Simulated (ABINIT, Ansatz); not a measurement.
# Quasiparticle gap of K2H6Pt (Fm-3m) in ABINIT, part 2 of 2

Wanted: ground state, empty states, screening and self-energy for K2H6Pt (Fm-3m).

ABINIT 10.8.3; LDA and many-body steps on it, plane waves. Known limits of the many-body steps: not at the basis limit; no spin polarisation; d states lean on the start; no spin-orbit coupling; coarse k mesh.

So far. Step 2 (Ground state): The gap is indirect, with the least direct gap 0.12 eV higher. Step 3 (Empty states on the mesh, 2×2×2 mesh, 260 bands): On this mesh the gap is 3.719 eV.

## Step 4: Screening, 2×2×2 mesh, 238 bands, screening to 176.9 eV

The RPA dielectric matrix is built and inverted for each q.

This step: RPA screening on LDA, plane waves, norm-conserving pseudopotentials.

run.abi reads:

```
acell 3*1.0 Angstrom
rprim 
  0.000000000000 4.060020550000 4.060020550000
  4.060020550000 0.000000000000 4.060020550000
  4.060020550000 4.060020550000 0.000000000000
ntypat 3
znucl 19 1 78
natom 9
typat 1 1 2 2 2 2 2 2 3
xred 
  0.750000000000 0.750000000000 0.750000000000
  0.250000000000 0.250000000000 0.250000000000
  0.797862200000 0.797862200000 0.202137800000
  0.202137800000 0.797862200000 0.202137800000
  0.797862200000 0.202137800000 0.202137800000
  0.202137800000 0.202137800000 0.797862200000
  0.797862200000 0.202137800000 0.797862200000
  0.202137800000 0.797862200000 0.797862200000
  0.000000000000 0.000000000000 0.000000000000
pp_dirpath "pseudos"
pseudos "K.upf, H.upf, Pt.upf"
ecut 34
ngkpt 2 2 2
nshiftk 1
shiftk 0 0 0
kptopt 1
chksymbreak 0
istwfk *1
occopt 1
irdwfk 1
optdriver 3
nband 238
ecuteps 6.5
inclvkb 2
awtr 1
symchi 1
indata_prefix "in"
outdata_prefix "out"
tmpdata_prefix "tmp"
```

The run is started by

```bash
> OMP_NUM_THREADS=1 mpirun -n 4 abinit run.abi > log
```

Numbers of over 12 decimals in the logs are rounded to 6 here.

The program printed:

```text
.Version 10.8.3 of ABINIT. v10.8.2 released Aug 2026.

 Symmetries : space group Fm -3 m (#225); Bravais cF (face-center cubic)
[... echo of the input left out ...]
== DATASET  1 ==================================================================
-   mpi_nproc: 4, omp_nthreads: 1 (-1 if OMP is not activated)

--- !DatasetInfo
iteration_state: {dtset: 1, }
dimensions: {natom: 9, nkpt: 3, mband: 238, nsppol: 1, nspinor: 1, nspden: 1, mpw: 8609, }
cutoff_energies: {ecut:  34.0, pawecutdg:  -1.0, }
electrons: {nelect:   4.20000000E+01, charge:   0.00000000E+00, occopt:   1.00000000E+00, tsmear:   1.00000000E-02, }

 SCREENING: Calculation of the susceptibility and dielectric matrices

 Based on a program developped by R.W. Godby, V. Olevano, G. Onida, and L. Reining.
 Incorporated in ABINIT by V. Olevano, G.-M. Rignanese, and M. Torrent.
.Using double precision arithmetic ; gwpc =  8

[... cell and pseudopotentials left out ...]
--------------------------------------------------------------------------------

 ==== K-mesh for the wavefunctions ====
 Number of points in the irreducible wedge :     3
[... list of points left out ...]
 Together with 48 symmetry operations and time-reversal symmetry
 yields     8 points in the full Brillouin Zone.

 ==== Q-mesh for the screening function ====
 Number of points in the irreducible wedge :     3
[... list of points left out ...]
 Together with 48 symmetry operations and time-reversal symmetry
 yields     8 points in the full Brillouin Zone.

 setmesh: FFT mesh size selected  =    45x   45x   45
          total number of points  =        91125

 vcoul_init : cutoff-mode = AUXILIARY_FUNCTION
 q-points for optical limit:   1
     1)      0.000010    0.000020    0.000030

- screening: taking advantage of time-reversal symmetry
- Maximum band index for partially occupied states nbvw = 21
- Remaining bands to be divided among processors   nbcw = 217
- Number of bands treated by each node ~54

 Number of electrons calculated from density =   42.0000; Expected =   42.0000
 average of density, n =  0.046498
 r_s =    1.7251
 omega_plasma =   20.8005 [eV]

 calculating chi0 at frequencies [eV] :
  1    0.000000E+00    0.000000E+00
  2    0.000000E+00    2.080054E+01

--------------------------------------------------------------------------------
  q-point number  1        q = ( 0.000000, 0.000000, 0.000000) [r.l.u.]
--------------------------------------------------------------------------------
[... chi0 elements left out ...]
 For q-point:  0.000010 0.000020 0.000030
  dielectric constant =   3.0051
  dielectric constant without local fields =   3.8815

  Average fulfillment of the sum rule on Im[epsilon] for q-point    1 :     75.55  [%]
[... wings left out ...]
  q-point number  2        q = ( 0.500000, 0.000000, 0.000000) [r.l.u.]
--------------------------------------------------------------------------------
[... chi0 elements left out ...]
  Average fulfillment of the sum rule on Im[epsilon] for q-point    2 :     79.63  [%]

 [... 1 further q-points ...]
```

Wall time 64 s (4 MPI ranks of Arm Neoverse V1, shared host); peak memory 2.4 GiB.

Numbers from this step:

| Quantity | Value |
| --- | --- |
| ε∞ with local fields, on this mesh, along the program's q direction | 3.005 |
| the same without local fields | 3.881 |
| plasma frequency | 20.80 eV |
| plane waves in the screening matrix | 725 |

Local fields lower ε∞ by 23 %. On a Γ-centred mesh this coarse the value itself is usually too large, while a short band sum pulls it down.

## Step 5: Self-energy, 2×2×2 mesh, 238 bands, screening to 176.9 eV

The self-energy is evaluated for the states that the input lists, and the levels follow from it, in one-shot runs by the linearised quasiparticle equation.

This step: G0W0 on LDA, plane waves, norm-conserving pseudopotentials.

Changes to run.abi since step 4:

```diff
@@ -30,8 +30,19 @@
 irdwfk 1
-optdriver 3
+optdriver 4
 nband 238
+gwcalctyp 0
+ecutsigx 34
+symsigma 1
+nkptgw 3
+kptgw 
+  0.5000000000 0.0000000000 0.0000000000
+  0.5000000000 0.5000000000 0.0000000000
+  0.0000000000 0.0000000000 0.0000000000
+bdgw 
+  20 23
+  20 23
+  19 24
 ecuteps 6.5
-inclvkb 2
-awtr 1
-symchi 1
+irdscr 1
+ppmodel 1
 indata_prefix "in"
```

The program printed:

```text
.Version 10.8.3 of ABINIT. v10.8.2 released Aug 2026.

 Symmetries : space group Fm -3 m (#225); Bravais cF (face-center cubic)
[... echo of the input left out ...]
== DATASET  1 ==================================================================
-   mpi_nproc: 4, omp_nthreads: 1 (-1 if OMP is not activated)

--- !DatasetInfo
iteration_state: {dtset: 1, }
dimensions: {natom: 9, nkpt: 3, mband: 238, nsppol: 1, nspinor: 1, nspden: 1, mpw: 8609, }
cutoff_energies: {ecut:  34.0, pawecutdg:  -1.0, }
electrons: {nelect:   4.20000000E+01, charge:   0.00000000E+00, occopt:   1.00000000E+00, tsmear:   1.00000000E-02, }

 SIGMA: Calculation of the GW corrections

 Based on a program developped by R.W. Godby, V. Olevano, G. Onida, and L. Reining.
 Incorporated in ABINIT by V. Olevano, G.-M. Rignanese, and M. Torrent.
.Using double precision arithmetic ; gwpc =  8

[... cell and pseudopotentials left out ...]
--------------------------------------------------------------------------------

 ==== K-mesh for the wavefunctions ====
 Number of points in the irreducible wedge :     3
[... list of points left out ...]
 Together with 48 symmetry operations and time-reversal symmetry
 yields     8 points in the full Brillouin Zone.

 ==== Q-mesh for screening function ====
 Number of points in the irreducible wedge :     3
[... list of points left out ...]
 Together with 48 symmetry operations and time-reversal symmetry
 yields     8 points in the full Brillouin Zone.

 vcoul_init : cutoff-mode = AUXILIARY_FUNCTION
 q-points for optical limit:   1
     1)      0.000010    0.000020    0.000030
 setmesh: FFT mesh size selected  =    60x   60x   60
          total number of points  =       216000

 Number of electrons calculated from density =   42.0000; Expected =   42.0000
 average of density, n =  0.046498
 r_s =    1.7251
 omega_plasma =   20.8005 [eV]

 === KS Band Gaps ===
  >>>> For spin  1
   Minimum direct gap =   3.8383 [eV], located at k-point      :   0.5000  0.5000  0.0000
   Fundamental gap    =   3.7189 [eV], Top of valence bands at :   0.5000  0.0000  0.0000
                                       Bottom of conduction at :   0.5000  0.5000  0.0000
 SIGMA fundamental parameters:
 PLASMON POLE MODEL  1
 number of plane-waves for SigmaX                 8609
 number of plane-waves for SigmaC and W            725
 number of plane-waves for wavefunctions          8609
 number of bands                                   238
 number of independent spin polarizations            1
 number of spinorial components                      1
 number of k-points in IBZ                           3
 number of q-points in IBZ                           3
 number of symmetry operations                      48
 number of k-points in BZ                            8
 number of q-points in BZ                            8
 number of frequencies for dSigma/dE                 9
 frequency step for dSigma/dE [eV]                0.25
 number of omega for Sigma on real axis              0
 max omega for Sigma on real axis  [eV]           0.00
 zcut for avoiding poles [eV]                     0.10

 EPSILON^-1 parameters (SCR file):
 dimension of the eps^-1 matrix on file            725
 dimension of the eps^-1 matrix used               725
 number of plane-waves for wavefunctions          8609
 number of bands                                   238
 number of q-points in IBZ                           3
 number of frequencies                               2
 number of real frequencies                          1
 number of imag frequencies                          1

 matrix elements of self-energy operator (all in [eV])

 Perturbative Calculation

--- !SelfEnergy_ee
iteration_state: {dtset: 1, }
kpoint     : [   0.500,    0.000,    0.000, ]
spin       : 1
KS_gap     :    5.469
QP_gap     :    8.213
Delta_QP_KS:    2.744
data: !SigmaeeData |
     Band     E0 <VxcDFT>   SigX SigC(E0)      Z dSigC/dE  Sig(E)    E-E0       E
       20   0.204 -11.659 -14.635   1.492   0.819  -0.220 -12.875  -1.217  -1.013
       21   0.204 -11.659 -14.635   1.492   0.819  -0.220 -12.875  -1.217  -1.013
       22   5.673 -11.930  -7.508  -2.613   0.844  -0.185 -10.403   1.527   7.200
       23   5.673 -11.930  -7.508  -2.613   0.844  -0.185 -10.403   1.527   7.200

--- !SelfEnergy_ee
iteration_state: {dtset: 1, }
kpoint     : [   0.500,    0.500,    0.000, ]
spin       : 1
KS_gap     :    3.838
QP_gap     :    6.334
Delta_QP_KS:    2.496
data: !SigmaeeData |
     Band     E0 <VxcDFT>   SigX SigC(E0)      Z dSigC/dE  Sig(E)    E-E0       E
       20   0.084 -11.595 -14.627   1.498   0.820  -0.220 -12.852  -1.257  -1.173
       21   0.084 -11.595 -14.627   1.498   0.820  -0.220 -12.852  -1.257  -1.173
       22   3.923 -10.263  -6.396  -2.406   0.848  -0.179  -9.024   1.239   5.162
       23   6.618  -9.598  -4.833  -2.999   0.855  -0.170  -8.088   1.510   8.128

--- !SelfEnergy_ee
iteration_state: {dtset: 1, }
kpoint     : [   0.000,    0.000,    0.000, ]
spin       : 1
KS_gap     :    5.219
QP_gap     :    7.562
Delta_QP_KS:    2.344
data: !SigmaeeData |
     Band     E0 <VxcDFT>   SigX SigC(E0)      Z dSigC/dE  Sig(E)    E-E0       E
       19  -0.039 -11.323 -14.297   1.493   0.821  -0.219 -12.538  -1.215  -1.254
       20  -0.039 -11.323 -14.297   1.493   0.821  -0.219 -12.538  -1.215  -1.254
       21  -0.039 -11.323 -14.297   1.493   0.821  -0.219 -12.538  -1.215  -1.254
       22   5.180  -7.814  -3.498  -3.000   0.857  -0.167  -6.686   1.128   6.308
       23   6.121 -12.607  -7.789  -2.761   0.833  -0.200 -10.893   1.715   7.835
       24   6.121 -12.607  -7.789  -2.761   0.833  -0.200 -10.893   1.715   7.835

 New Fermi energy :        8.332218E-02 Ha ,    2.267312E+00 eV

 === QP Band Gaps ===
  >>>> For spin  1
   Minimum direct gap =   6.3344 [eV], located at k-point      :   0.5000  0.5000  0.0000
   Fundamental gap    =   6.1747 [eV], Top of valence bands at :   0.5000  0.0000  0.0000
                                       Bottom of conduction at :   0.5000  0.5000  0.0000

== END DATASET(S) ==============================================================
================================================================================

 -outvars: echo values of variables after computation  --------
           etotal      0.0000000000E+00
            nband         238
             nkpt           3
          spgroup         225
 [... the other variables as echoed above ...]

 Calculation completed.
```

Elapsed: 80 s, on 4 MPI ranks; peak memory 2.2 GiB.

This step gave:

| Property | Result |
| --- | --- |
| G0W0 gap on the points computed | 6.175 eV |
| starting gap on the mesh | 3.719 eV |
| k of the valence top | 0.5, 0, 0 |
| k of the conduction bottom | 0.5, 0.5, 0 |
| Z at the valence top | 0.819 |
| Z at the conduction bottom | 0.848 |
| least direct G0W0 gap on the computed points | 6.335 eV |

The gap on the mesh goes from 3.72 eV to 6.17 eV, a correction of +2.46 eV.

Limits: finite bands, cutoff and mesh; no spin polarisation; d states lean on the start; no spin-orbit coupling; coarse k mesh. v1 is the top filled band, c1 the lowest empty one. Levels before and after the correction, in eV, zero at the valence-band top of each column:

|  | conduction bottom | valence top |
| --- | --- | --- |
| Kohn-Sham | 3.72 | 0.00 |
| G0W0 | 6.17 | 0.00 |

|  | level | energy (eV) |
| --- | --- | --- |
| Kohn-Sham | (0.5 0 0) v2-v1 | 0.000 |
| Kohn-Sham | (0.5 0 0) c1-c2 | 5.469 |
| Kohn-Sham | (0.5 0.5 0) v2-v1 | -0.119 |
| Kohn-Sham | (0.5 0.5 0) c1 | 3.719 |
| Kohn-Sham | (0.5 0.5 0) c2 | 6.414 |
| G0W0 | (0.5 0 0) v2-v1 | 0.000 |
| G0W0 | (0.5 0 0) c1-c2 | 8.213 |
| G0W0 | (0.5 0.5 0) v2-v1 | -0.160 |
| G0W0 | (0.5 0.5 0) c1 | 6.175 |
| G0W0 | (0.5 0.5 0) c2 | 9.141 |

## Step 6: Where the time went

Times are wall times on 4 MPI ranks of Arm Neoverse V1, shared host, good to a factor of about two.

| step | time | share | memory (GiB) |
| --- | --- | --- | --- |
| ground state | 34 s | 10 % | 0.46 |
| empty states on the mesh | 2.8 min | 48 % | 0.45 |
| screening | 64 s | 19 % | 2.4 |
| self-energy | 80 s | 23 % | 2.2 |

## Step 7: Outcome

```
LDA gap              : 3.72 eV, indirect
G0W0 gap on the mesh : 6.17 eV
GW settings          : 2×2×2 mesh, 238 bands, screening to 176.9 eV, Godby-Needs plasmon pole
known limits         : not at the basis limit; no spin polarisation; d states lean on the start; no spin-orbit coupling; coarse k mesh
```

G0W0 moves the gap on the mesh from 3.72 eV to 6.17 eV (+2.46 eV), with Z of 0.82 and 0.85 at the edges. Local fields lower the RPA ε∞ on this mesh from 3.88 to 3.01; a Γ-centred mesh this coarse tends to raise both, most where the direct gap is narrow, while a short band sum lowers them. The dearest step here is «empty states on the mesh». Bands and cutoff are finite, so the gap is not at the basis limit. The miss can reach some tenths of an eV and take either sign; the mesh is an error of its own. The 2×2×2 mesh is coarse for this cell, which bears on the long-range parts of exchange and screening. The runs have no spin polarisation. For a closed low-spin shell that is the natural state; where a d or f shell is open it is a constraint, and the gap is then not the crystal's own. With d states at the gap, one-shot GW leans hard on its start. The many-body steps are scalar-relativistic: spin-orbit coupling is not in them.

[Paths, hosts, dates, memory and timing lines, banners, echoed tables and standing remarks are left out of the program output.]

[Logs are printed without paths, hosts, clocks, repeated set-up lines and the standing remarks that a program may print on its own settings, such as how far it seeks lower states.]

[Runs of the session that timed out or met a known fault of the program may be left out.]

[Hosts, paths, dates, database ids (printed as entryN), source tags and the programs' standing remarks are cut or masked in the printed files.]

[G0W0 gaps are taken among the corrected bands and points alone; a level outside them can change the order at an edge.]

[Where Ansatz stands beside ABINIT at settings called matched, ABINIT's density can come from a denser mesh and the files from another edition; pairs whose starting gaps differed by over 0.03 eV were left out, so agreement reads better than it is.]
